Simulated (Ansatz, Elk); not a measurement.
# Bonding as seen by X-rays: Ta3PtC

Structure refinements treat a crystal as free atoms side by side. For a made-up structure of Ta3PtC (cell and positions from a r2SCAN relaxation) the runs below show what the calculated density changes in F(hkl).

Main program and level: Elk 11.2.3 (patched build); DFT, PBE, all-electron APW+lo, Dirac cores, scalar-relativistic bands, static density, no spin.

The structure was built from a prototype and need not be the compound's stable phase.

## Step 1: The structure

It takes space group Pm-3m (No. 221, cubic). The conventional cell has a = 4.234 Å, b = 4.234 Å, c = 4.234 Å, α = 90.00°, β = 90.00°, γ = 90.00°. Nearest to Pt lie 12 Ta at 2.99 Å. Nearest to Ta lie 2 C at 2.12 Å and 4 Pt at 2.99 Å and 8 Ta at 2.99 Å. C has 6 Ta at 2.12 Å nearest. Farther neighbours are not listed.

## Step 2: Ground state and structure factors

An all-electron density is needed, since X-rays see the cores too. Task 0 finds the density and task 195 Fourier-transforms it; tshift is off so that phases refer to the origin typed.

Contents of elk.in:

```
tasks
  0
  195

xctype
  20

spinpol
  .false.

rgkmax
  7.0

gmaxvr
  14.0

lmaxo
  7

lmaxapw
  8

swidth
  0.002

tshift
  .false.

ramdisk
  .false.

hmaxvr
  5.5

maxscl
  120

epspot
  1e-06

sppath
  './'

avec
  8.00178577809 -0.00000000000 -0.00000000000
  -0.00000000000 8.00178577809 0.00000000000
  0.00000000000 0.00000000000 8.00178577809

atoms
  3
  'Pt.in'
  1
  -0.0000000000 -0.0000000000 0.0000000000   0.000000 0.000000 0.000000
  'Ta.in'
  3
  0.5000000000 0.5000000000 -0.0000000000   0.000000 0.000000 0.000000
  -0.0000000000 0.5000000000 0.5000000000   0.000000 0.000000 0.000000
  0.5000000000 -0.0000000000 0.5000000000   0.000000 0.000000 0.000000
  'C.in'
  1
  0.5000000000 0.5000000000 0.5000000000   0.000000 0.000000 0.000000

ngridk
  5 5 5
```

The run is started by

```sh
$ OMP_NUM_THREADS=4 elk
```

Numbers of over 12 decimals in the logs are rounded to 6 here.

What it wrote:

```text
┌─────────────────────────┐
│ Elk code version 11.2.3 │
└─────────────────────────┘

All units are atomic (Hartree, Bohr, etc.)

┌─────────────────────────────────────────────────┐
│ Ground-state run starting from atomic densities │
└─────────────────────────────────────────────────┘

Lattice vectors :
   8.001785778      -0.000000000      -0.000000000
  -0.000000000       8.001785778       0.000000000
   0.000000000       0.000000000       8.001785778

Reciprocal lattice vectors :
  0.7852228842       0.000000000      -0.000000000
   0.000000000      0.7852228842      -0.000000000
   0.000000000       0.000000000      0.7852228842

Unit cell volume      :    512.3429459
Brillouin zone volume :   0.4841487824

Muffin-tin inner radius fraction :   0.1000000000E-01

Nuclei treated as point charges

Species : 1 (Pt)
 parameters loaded from : Pt.in
 name : platinum
 nuclear charge    :   -78.00000000
 electronic charge :    78.00000000
 atomic mass :    355605.4401
 muffin-tin radius :    2.800000000
 number of radial points in muffin-tin :   1393
 inner part over the whole radius :   0.9946791988E-02
 number on inner part of muffin-tin    :   1000
 approximate nuclear radius :   0.1029052813E-03
 number of mesh points to nuclear radius :    523
 atomic positions (lattice), magnetic fields (Cartesian) :
  1 :   0.00000000  0.00000000  0.00000000    0.00000000  0.00000000  0.00000000

Species : 2 (Ta)
 parameters loaded from : Ta.in
 name : tantalum
 nuclear charge    :   -73.00000000
 electronic charge :    73.00000000
 atomic mass :    329847.8435
 muffin-tin radius :    2.404891324
 number of radial points in muffin-tin :   1393
 inner part over the whole radius :   0.9890314805E-02
 number on inner part of muffin-tin    :    995
 approximate nuclear radius :   0.1005189763E-03
 number of mesh points to nuclear radius :    524
 atomic positions (lattice), magnetic fields (Cartesian) :
  1 :   0.50000000  0.50000000  0.00000000    0.00000000  0.00000000  0.00000000
  2 :   0.00000000  0.50000000  0.50000000    0.00000000  0.00000000  0.00000000
  3 :   0.50000000  0.00000000  0.50000000    0.00000000  0.00000000  0.00000000

Species : 3 (C)
 parameters loaded from : C.in
 name : carbon
 nuclear charge    :   -6.000000000
 electronic charge :    6.000000000
 atomic mass :    21894.16674
 muffin-tin radius :    1.546001565
 number of radial points in muffin-tin :    593
 inner part over the whole radius :   0.9907037802E-02
 number on inner part of muffin-tin    :    404
 approximate nuclear radius :   0.4747601631E-04
 number of mesh points to nuclear radius :    167
 atomic positions (lattice), magnetic fields (Cartesian) :
  1 :   0.50000000  0.50000000  0.50000000    0.00000000  0.00000000  0.00000000

Total number of atoms per unit cell :    5
Total muffin-tin volume :    282.2122585
 ratio of muffin-tin to unit cell volume :   0.5508268646

Spin treatment :
 spin-unpolarised

Number of Bravais lattice symmetries :   48
Number of crystal symmetries         :   48
Crystal has inversion symmetry
Real symmetric eigensolver will be used

k-point grid :      5     5     5
k-point offset :    0.000000000       0.000000000       0.000000000
k-point set is reduced with full crystal symmetry group
Total number of k-points :       10

Muffin-tin radius times maximum |G+k| :    7.000000000
 using average radius
Maximum |G+k| for APW functions       :    3.027504741
Maximum (1/2)|G+k|²                   :    4.582892479
Maximum |G| for potential and density :    14.00000000
Constant for pseudocharge density :   10
 order of it for each species :   17  17  17
 order of it for pair densities of each species (exact exchange by exxq0 0: 18) :   14  11   4
Radial integration step length :    1

G-vector grid sizes :     36    36    36
Number of G-vectors :    23703

Maximum angular momentum used for
 APW functions            :    8
 outer part of muffin-tin :    7
 inner part of muffin-tin :    2

Total nuclear charge    :   -303.0000000
[...]
correlation                 :     -18.291338438728
 electron entropic           :    -0.19624447342125E-02
 total energy                :     -65365.230134121

Density of states at Fermi energy :    156.1664989
 (states/Hartree/unit cell)

Estimated indirect band gap :   0.6531644371E-03
 from k-point 10 to k-point 5
Estimated direct band gap   :   0.5593427131E-02
 at k-point 6

Charges :
 core                        :    188.0000000
 valence                     :    115.0000000
 interstitial                :    9.763619055
 muffin-tins (core leakage)
  species : 1 (Pt)
   atom 1                    :    75.97069800     (  0.1805660978E-03)
  species : 2 (Ta)
[...]
species : 3 (C)
[...]
total in muffin-tins        :    293.2363809
 total calculated charge     :    302.9974702
 total charge                :    303.0000000
 error                       :   0.2529807635E-02

RMS change in Kohn-Sham potential (target) :    1.247890903     (  0.1000000000E-05)
Absolute change in total energy (target)   :   0.7690566136     (  0.1000000000E-03)

[... loops 3 to 19 left out ...]

┌──────────────────┐
│ Loop number : 20 │
└──────────────────┘

Energies :
 Fermi                       :     0.445894
 sum of occupied eigenvalues :     -40011.346390188
 electron kinetic            :      73774.091262421
 core electron kinetic       :      71177.899501196
 Coulomb                     :     -137821.66842836
 Coulomb potential           :     -112064.18807524
 nuclear-nuclear             :     -6389.4279028251
 electron-nuclear            :     -150940.70003995
 Hartree                     :      19508.459514414
 Madelung                    :     -81789.574390739
 xc potential                :     -1721.2495773736
 exchange                    :     -1297.3215829897
 correlation                 :     -18.311570894430
 electron entropic           :    -0.14718660751424E-02
 total energy                :     -65363.211791686

Density of states at Fermi energy :    117.3127864
 (states/Hartree/unit cell)

Estimated indirect band gap :   0.2107503394E-02
 from k-point 8 to k-point 6
Estimated direct band gap   :   0.4761320984E-02
 at k-point 6

Charges :
 core                        :    188.0000000
 valence                     :    115.0000000
 interstitial                :    9.067789071
 muffin-tins (core leakage)
  species : 1 (Pt)
[...]
species : 2 (Ta)
[...]
species : 3 (C)
[...]
total in muffin-tins        :    293.9322109
 total calculated charge     :    302.9985967
 total charge                :    303.0000000
 error                       :   0.1403333049E-02

RMS change in Kohn-Sham potential (target) :   0.1483215316E-06 (  0.1000000000E-05)
Absolute change in total energy (target)   :   0.6870713696E-04 (  0.1000000000E-03)

Convergence targets achieved

┌──────────────────┐
│ Loop number : 21 │
└──────────────────┘

Energies :
 Fermi                       :     0.445895
 sum of occupied eigenvalues :     -40011.346387049
 electron kinetic            :      73774.091264329
 core electron kinetic       :      71177.899501261
 Coulomb                     :     -137821.66842893
 Coulomb potential           :     -112064.18807280
 nuclear-nuclear             :     -6389.4279028251
 electron-nuclear            :     -150940.70004336
 Hartree                     :      19508.459517257
 Madelung                    :     -81789.574392531
 xc potential                :     -1721.2495785770
 exchange                    :     -1297.3215830495
 correlation                 :     -18.311570894497
 electron entropic           :    -0.14718659691680E-02
 total energy                :     -65363.211790412

Density of states at Fermi energy :    117.3127752
 (states/Hartree/unit cell)

Estimated indirect band gap :   0.2107502693E-02
 from k-point 8 to k-point 6
Estimated direct band gap   :   0.4761320478E-02
 at k-point 6

Charges :
 core                        :    188.0000000
 valence                     :    115.0000000
 interstitial                :    9.067789029
 muffin-tins (core leakage)
  species : 1 (Pt)
[...]
species : 2 (Ta)
[...]
atom 2                    :    70.54742680     (  0.3589364084E-05)
   atom 3                    :    70.54742680     (  0.3589364084E-05)
  species : 3 (C)
   atom 1                    :    4.716054905     (  0.3435565994E-04)
 total in muffin-tins        :    293.9322110
 total calculated charge     :    302.9985967
 total charge                :    303.0000000
 error                       :   0.1403333050E-02

┌──────────────────────────────┐
│ Self-consistent loop stopped │
└──────────────────────────────┘

Warning : core states of species 1 leak from the muffin-tin :   0.1572133726E-03

Wrote STATE.OUT
```

Wall time 30 s (4 threads of Arm Neoverse V2, shared host); peak memory 0.26 GiB.

SFACRHO.OUT:

```text

h k l indices transformed by vhmat matrix:
   1.000000000       0.000000000       0.000000000    
   0.000000000       1.000000000       0.000000000    
   0.000000000       0.000000000       1.000000000    

      h      k      l  multipl.   |H|            Re(F)            Im(F)           |F|

      0      0      0      1   0.0000000       303.00000      0.10676227E-16   303.00000    
      0      1      0      6  0.78522288      0.92083971E-01 -0.43341810E-13  0.92083971E-01
      0     -1      1     12   1.1104729       9.2753578     -0.12278061E-13   9.2753578    
      1     -1     -1      8   1.3600459       245.29883     -0.38357160E-13   245.29883    
     -2      0      0      6   1.5704458       243.22909     -0.77678557E-13   243.22909    
     -1      0     -2     24   1.7558117       1.0273936      0.65480142E-13   1.0273936    
     -2      1      1     24   1.9233954       6.3304726      0.47385626E-13   6.3304726    
     -2      2      0     12   2.2209457       216.05028      0.20737640E-13   216.05028    
     -2     -1      2     24   2.3556687       1.4204024      0.61697312E-13   1.4204024    
      3      0      0      6   2.3556687       1.4280497      0.38136379E-13   1.4280497    
     -3      0     -1     24   2.4830928       5.5687451      0.22989338E-13   5.5687451    
     -3     -1      1     24   2.6042897       197.37271      0.26075188E-13   197.37271    
      2      2      2      8   2.7200919       197.08385      0.19069586E-12   197.08385    
      0     -2     -3     24   2.8311614       1.6348137      0.95305169E-14   1.6348137    
     -2      3      1     48   2.9380350       5.2718994      0.17891032E-13   5.2718994    
      0      0      4      6   3.1408915       182.58441      0.11644972E-12   182.58441    
      0      4     -1     24   3.2375569       1.8035757      0.61015354E-14   1.8035757    
      3      2      2     24   3.2375569       1.7159394      0.27292084E-13   1.7159394
```

Elk indexes on the primitive cell of elk.in and gives |H| = 4π sin θ/λ in inverse bohr. Below, one row stands for each form hkl of the conventional cell (m members, Friedel mates merged), F is for one primitive cell and the density is static (no thermal factor). Free-atom factors are Waasmaier and Kirfel's, and R is Σm||F|−|F'||/Σm|F|. Elk warned that it couldn't find a linearisation energy, which lowers the accuracy of some states in this run and its variants.

```tsv
hkl	m	sin θ/λ (Å⁻¹)	abs F, DFT	neutral atoms	diff.
100	6	0.118	0.092	0.485	-0.392
110	12	0.167	9.275	9.025	+0.250
111	8	0.204	245.299	246.430	-1.131
200	6	0.236	243.229	243.973	-0.744
210	24	0.264	1.027	1.196	-0.168
211	24	0.289	6.330	6.413	-0.083
220	12	0.334	216.050	216.269	-0.219
221	24	0.354	1.420	1.403	+0.018
300	6	0.354	1.428	1.403	+0.025
310	24	0.373	5.569	5.559	+0.009
311	24	0.392	197.373	197.350	+0.023
222	8	0.409	197.084	197.043	+0.041
320	24	0.426	1.635	1.543	+0.092
321	48	0.442	5.272	5.194	+0.078
400	6	0.472	182.584	182.585	-0.001
410	24	0.487	1.804	1.632	+0.172
322	24	0.487	1.716	1.632	+0.084
330	12	0.501	5.106	5.013	+0.093
```

## Step 3: The highest occupied states alone

An energy window below the Fermi level keeps the highest occupied states, to see at which angles they scatter; shallow core shells can lie inside it and anion s states outside. No new self-consistency is needed.

elk.in: that of step 2 with these lines changed.

```diff
@@ -1,3 +1,2 @@
 tasks
-  0
   195
@@ -40,2 +39,5 @@
 
+wsfac
+  -0.105350 0.745890
+
 sppath
```

The run is started by

```sh
$ OMP_NUM_THREADS=4 elk
```

What it wrote:

```text
┌─────────────────────────────────┐
│ Elk code version 11.2.3 started │
└─────────────────────────────────┘

Info(readinput): the functional depends on the density's gradient
 muffin-tin radial points multiplied by    2.00000
 (not where nrmtscf is given)

┌────────────────────┐
│ Current task : 195 │
└────────────────────┘
Info(checkmt): changed muffin-tin radius of species 2 (Ta) from   2.8000 to   2.4049
Info(checkmt): changed muffin-tin radius of species 3 (C) from   1.8000 to   1.5460

Warning(linengy): could not find 1 linearisation energies in s.c. loop 1

Info(sfacrho): density structure factors written to SFACRHO.OUT

 Energy window :  -0.1053500000      0.7458900000

┌──────────────────┐
│ Elk code stopped │
└──────────────────┘
```

Elapsed: 10 s, on 4 threads; peak memory 0.16 GiB; 14 s of CPU time.

States within 15 eV below the Fermi level hold 29.00 electrons; any levels below the window count with the cores. Their amplitudes can exceed the total, where window and core parts have opposite phase:

```tsv
hkl	sin θ/λ (Å⁻¹)	abs F, window	abs F, all
100	0.118	1.372	0.092
110	0.167	5.928	9.275
111	0.204	2.587	245.299
200	0.236	4.064	243.229
210	0.264	0.424	1.027
211	0.289	1.678	6.330
220	0.334	1.146	216.050
221	0.354	0.002	1.420
300	0.354	0.019	1.428
310	0.373	0.421	5.569
```

## Step 4: Another functional

The difference from free atoms is small, so it is set against the change that LDA (Perdew-Wang) makes.

elk.in: that of step 3 with these lines changed.

```diff
@@ -1,2 +1,3 @@
 tasks
+  0
   195
@@ -4,3 +5,3 @@
 xctype
-  20
+  3
 
@@ -39,5 +40,2 @@
 
-wsfac
-  -0.105350 0.745890
-
 sppath
```

The run is started by

```sh
$ OMP_NUM_THREADS=4 elk
```

What it wrote:

```text
┌─────────────────────────┐
│ Elk code version 11.2.3 │
└─────────────────────────┘

All units are atomic (Hartree, Bohr, etc.)

┌─────────────────────────────────────────────────┐
│ Ground-state run starting from atomic densities │
└─────────────────────────────────────────────────┘

Lattice vectors :
   8.001785778      -0.000000000      -0.000000000
  -0.000000000       8.001785778       0.000000000
   0.000000000       0.000000000       8.001785778

Reciprocal lattice vectors :
  0.7852228842       0.000000000      -0.000000000
[...]
species : 1 (Pt)
[...]
species : 2 (Ta)
[...]
atom 3                    :    70.57412708     ( -0.9027147314E-06)
  species : 3 (C)
   atom 1                    :    4.705108079     (  0.3330638649E-04)
 total in muffin-tins        :    294.0058919
 total calculated charge     :    302.9985832
 total charge                :    303.0000000
 error                       :   0.1416778970E-02

┌──────────────────────────────┐
│ Self-consistent loop stopped │
└──────────────────────────────┘

Warning : core states of species 1 leak from the muffin-tin :   0.1514437000E-03

Wrote STATE.OUT
[key lines of the parts left out:]
total energy                :     -65325.012622436
```

The job ended after 16 s (4 threads; peak memory 0.16 GiB).

Against the first run R = 0.02 %; the largest change is -0.043 at 220.

## Step 5: Basis size

The basis and the expansions that go with it are enlarged, to see whether the differences are converged.

elk.in: that of step 4 with these lines changed.

```diff
@@ -5,3 +5,3 @@
 xctype
-  3
+  20
 
@@ -11,12 +11,12 @@
 rgkmax
-  7.0
+  8.5
 
 gmaxvr
-  14.0
+  18.0
 
 lmaxo
-  7
+  9
 
 lmaxapw
-  8
+  10
```

The run is started by

```sh
$ OMP_NUM_THREADS=4 elk
```

What it wrote:

```text
┌─────────────────────────┐
│ Elk code version 11.2.3 │
└─────────────────────────┘

All units are atomic (Hartree, Bohr, etc.)

┌─────────────────────────────────────────────────┐
│ Ground-state run starting from atomic densities │
└─────────────────────────────────────────────────┘

Lattice vectors :
   8.001785778      -0.000000000      -0.000000000
  -0.000000000       8.001785778       0.000000000
   0.000000000       0.000000000       8.001785778

Reciprocal lattice vectors :
  0.7852228842       0.000000000      -0.000000000
[...]
species : 1 (Pt)
[...]
species : 2 (Ta)
[...]
atom 3                    :    70.55799331     (  0.3582599135E-05)
  species : 3 (C)
   atom 1                    :    4.740439075     (  0.3446345394E-04)
 total in muffin-tins        :    293.9920003
 total calculated charge     :    302.9998974
 total charge                :    303.0000000
 error                       :   0.1026392653E-03

┌──────────────────────────────┐
│ Self-consistent loop stopped │
└──────────────────────────────┘

Warning : core states of species 1 leak from the muffin-tin :   0.1573160198E-03

Wrote STATE.OUT
[key lines of the parts left out:]
total energy                :     -65363.250527545
```

The job ended after 67 s (4 threads; peak memory 0.41 GiB; 2.8 min of CPU time).

Against the first run R = 0.01 %; the largest change is -0.028 at 311.

## Step 6: Settings against the effect

```tsv
run	R against the first run (%)	R against neutral atoms, low angle (%)	wall time
PBE, rgkmax 7	0.00	0.67	30 s
LDA (Perdew-Wang)	0.02	0.66	16 s
rgkmax 8.5 with larger expansions	0.01	0.67	67 s
```

## Step 7: Summary of results

```json
{
  "R against neutral atoms, sin θ/λ < 0.3 Å⁻¹": "0.67 %",
  "R against neutral atoms, 0.3 to 0.83 Å⁻¹": "0.27 %"
}
```

**Reading.** Independent neutral atoms miss the calculated amplitudes by R = 0.67 % below 0.3 Å⁻¹ and 0.27 % from there to 0.83 Å⁻¹; by shells, 426.17 % below 0.15 Å⁻¹ (1 form), 0.61 % 0.15 to 0.3 (5 forms), 0.11 % 0.3 to 0.45 (8 forms), 0.30 % above 0.45 (43 forms). Bonding, aspherical density and the tables' own atoms all enter these figures, and the runs don't part them. The largest change of an amplitude is -1.13 electrons, at 111. Weak lines can change much in proportion: 100 goes from 0.48 to 0.09. The window's part falls from 29.0 electrons at the origin to at most 0.25 between 0.45 and 0.83 Å⁻¹. Below 0.3 Å⁻¹ the changes that finished (LDA (Perdew-Wang) and rgkmax 8.5 with larger expansions) move F by R = 0.02 % at most, against the 0.67 % that separates it from free atoms. The k-mesh has no finished test. Spin-orbit coupling is left out, which can matter for elements this heavy. Part of the difference isn't bonding: the tables are fits to free atoms and ions calculated by other methods than this functional. Thermal motion, anomalous dispersion and extinction are left out.

[Logs are printed without paths, hosts, clocks, repeated set-up lines and the standing remarks that a program may print on its own settings, such as how far it seeks lower states.]

[Hosts, paths, dates, database ids (printed as entryN), source tags and the programs' standing remarks are cut or masked in the printed files.]
